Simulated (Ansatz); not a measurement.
# The stack of 1T-PtSe2 under 1T-SnS2, shifted by two thirds of the diagonal under a gate, part 4 of 4

Wanted: Fermi level and gate voltage of the stack of 1T-PtSe2 under 1T-SnS2, shifted by two thirds of the diagonal as it is charged.

Ansatz 0.2.0; plane-wave DFT, PBEsol-D3(BJ), Ansatz PAW.

So far. Step 9 (Gated layer, added electrons -6×10¹³ per cm²): Against the uncharged case this takes -6.66 V.

**13. The same run with other settings: basis.ecutwfc = "450 eV"**

A run with a changed input: it repeats the earlier run at 0.5 × 10¹³ added electrons per cm² with basis.ecutwfc to 450 eV.

File input.yaml:

```yaml
crystal:
  lattice:
    - [3.6411405172, 0.0, 0.0]
    - [-1.8205702586, 3.1533201867, 0.0]
    - [0.0, 0.0, 46.1230491914]
  atoms:
    - { symbol: Se, position: [0.6666666667, 0.3333333333, 0.4021850317] }
    - { symbol: Pt, position: [0.0, 0.0, 0.430953893] }
    - { symbol: Se, position: [0.3333333333, 0.6666666667, 0.4596336178] }
    - { symbol: S, position: [0.3333333333, 0.6666666667, 0.5339416831] }
    - { symbol: Sn, position: [0.6666666667, 0.3333333333, 0.5658988677] }
    - { symbol: S, position: [0.0, 0.0, 0.5978149683] }
  periodic: [true, true, false]
  symmetry: { detect: true }
total_charge: -0.005741
kpoints:
  mp_grid: { grid: [48, 48, 1] }
hamiltonian:
  xc: pbesol
  dispersion: d3bj
scf:
  occupations: { method: fermi_dirac, width: 0.02585 }
  convergence: { dr2_threshold: 1.0e-10 }
output:
  forces: true
  eigenvalues: true
  write_potential: true
  write_density: true
  volumetric_format: npy
external_charges:
  - { charge: 0, barrier: 10, axis: 3, height: 32.073, sigma: 0.25 }
  - { charge: 0.005741, axis: 3, height: 33.573, sigma: 0.5 }
basis:
  ecutwfc: "450 eV"
```

The run is started by

```console
$ ansatz run input.yaml --threads 4 --pin off --max-ram 12288MiB --backend cpu --events-out ev --progress --plain --runs-dir out
```

Numbers of over 12 decimals in the logs are rounded to 6 here.

Output:

```text
[...]
Crystal: 6 atoms, lattice volume = 529.570 Å³
Basis set: ecut = 450 eV, 11511 PW (Γ), exchange–correlation on 54×54×640 points (8 copies of the dense FFT grid, shifted against one another)
Bands: 46, of which v1, the nominal top of the filled ones, is band 38 counted from 1 (37 counted from 0)
Symmetry: 6 space group operations
[...]
k-points: 217 of 2304 (time reversal used)
[...]
SCF iter   1: F=—  HF=-30957.031932 eV  |F-HF|=—  |Δ(HF+E_count)|=         —  Δρ=3.21e-2  dr2=5.93e0  ethr=3.10e-3  ⟨swp⟩=20.4  Hψ=75810  notcnv=0
[...]
SCF iter  18: F=-30955.689313 eV  HF=-30955.689313 eV  |F-HF|=8.00e-11  |Δ(HF+E_count)|=   1.43e-9  Δρ=8.29e-8  dr2=5.17e-11  ethr=1.00e-12  ⟨swp⟩=24.4  Hψ=93727  notcnv=0
SCF 1 converged in 18 iterations: F = -30955.689313 eV  dr2 = 5.17e-11
[...]
SCF converged after 18 iterations
Free energy (F): -30955.689313 eV
[...]
Internal energy: -30955.688861 eV  (E = F + TS)
E sigma→0 (E₀):  -30955.689087 eV
Entropy (-TS):   -0.000452 eV (-0.075 meV/atom)
Fermi energy:    -5.081621 eV
[...]
--- Forces (eV/Å), atoms and charges each counted from 1 ---
  atom   1  Se     0.00000000     0.00000000     0.00419393
  atom   2  Pt     0.00000000     0.00000000     0.00052568
  atom   3  Se     0.00000000    -0.00000000    -0.00536066
  atom   4  S      0.00000000    -0.00000000     0.00893327
  atom   5  Sn    -0.00000000    -0.00000000    -0.02148852
  atom   6  S      0.00000000     0.00000000     0.01323196
  external charge   1     0.00000000     0.00000000     0.00022256
  external charge   2     0.00000000     0.00000000    -0.00025970
  max |Σ_I F_I| component, the external charges' with the atoms': 1.47e-6 eV/Å
--- Band table (eV; the first three rows and the last of 217) ---
  k-point 0: bands = [... 34 lower, -6.6705, -6.0486, -5.3611, -5.3611, -3.9965, -2.8291, -2.2906, -2.2906, ... 4 higher]
  k-point 1: bands = [... 34 lower, -6.6625, -6.0386, -5.3662, -5.3601, -3.9724, -2.7971, -2.3345, -2.2996, ... 4 higher]
  k-point 2: bands = [... 34 lower, -6.6430, -6.0100, -5.3800, -5.3577, -3.9055, -2.7059, -2.4565, -2.3259, ... 4 higher]
  k-point 216: bands = [... 34 lower, -7.3455, -7.2616, -6.4137, -6.3107, -3.9865, -3.5974, -3.5366, -0.6136, ... 4 higher]
```

Wall time 16 min (4 threads of AMD EPYC 7571, shared host); peak memory 3.9 GiB; 63 min of CPU time.

This step gave:

```yaml
energy_at_zero_smearing: -30955.6891 eV
potential_beyond_the_upper_barrier_and_gate_less_the_barrier_from_the_fermi_level: 4.824 eV
```

| quantity | this run | earlier run | difference |
| --- | --- | --- | --- |
| potential beyond the upper barrier and gate, less the barrier, from the Fermi level (eV) | 4.824 | 4.825 | -6.3e-4 |

Nothing in the table moves by 0.01 in its unit.

**14. The same run with other settings**

An input spoilt on purpose, to show how the run answers: it repeats the earlier run at 0.5 × 10¹³ added electrons per cm² with scf.occupations from method: fermi_dirac, width: 0.02585 removed, and scf.max_iter set to 75.

input.yaml, as its differences from that of step 13:

```diff
@@ -21,4 +21,4 @@
 scf:
-  occupations: { method: fermi_dirac, width: 0.02585 }
   convergence: { dr2_threshold: 1.0e-10 }
+  max_iter: 75
 output:
@@ -32,3 +32 @@
   - { charge: 0.005741, axis: 3, height: 33.573, sigma: 0.5 }
-basis:
-  ecutwfc: "450 eV"
```

Output:

```text
Error: YAML parse error: `scf.occupations.method` is required: fixed only where the cell keeps a band gap throughout the run, explicit beside scf.occupations.values (under evaluate: without them), else a smearing such as fermi_dirac (scf.occupations.width is optional; its entry in the input reference gives the default)
```

Wall time 0.07 s (4 threads); peak memory 0.031 GiB.

The input was rejected at the start.

The program's message: “Error: YAML parse error: `scf.occupations.method` is required: fixed only where the cell keeps a band gap throughout the run, explicit beside scf.occupations.values (under evaluate: without them), els …”

The fault put into the input: no occupation method.

**15. Summary of results**

| Property | Result |
| --- | --- |
| gap with uncharged gates | 0.301 eV |
| gate voltage at 6×10¹³ holes per cm² | -6.66 V |
| gate voltage at 6×10¹³ electrons per cm² | +5.61 V |
| total capacitance near 4×10¹³ holes per cm² | 1.50 µF/cm² |

Putting 6×10¹³ holes per cm² on the layer takes -6.66 V on the gate; how far the Fermi level moves against the bands is taken for single layers without spin and with an even electron count alone. Between the first holes and the first electrons the voltage runs over 1.21 V: the drop across the plates for that charge, plus the way of the Fermi level through the region of the 0.30 eV gap. The zero of the voltage lies where the smearing puts the uncharged Fermi level. Plates 6 Å apart would give 1.48 µF/cm² in vacuum; the computed total runs from 1.2 to 1.76 µF/cm². A value over that of the plates means that the screening charge has its centre outside the outer atoms; a low density of states works the other way. Few carriers sample few k-points, so the slopes at the lowest densities depend on the mesh and on the temperature. The gates are charged sheets behind model barriers, not atoms. Spin-orbit coupling is left out, which matters for the bands of elements this heavy. With this functional, D3(BJ) tends to leave the relaxed cell short of measured lattice constants, by some per cent.

[Logs are printed without paths, hosts, clocks, repeated set-up lines and the standing remarks that a program may print on its own settings, such as how far it seeks lower states.]

[Hosts, paths, dates, database ids (printed as entryN), source tags and the programs' standing remarks are cut or masked in the printed files.]

[Maps of the electrostatic potential energy from Ansatz leave out the sawtooth potential of an applied field or a dipole correction, so their vacuum need not be flat; planar profiles and work functions include it.]
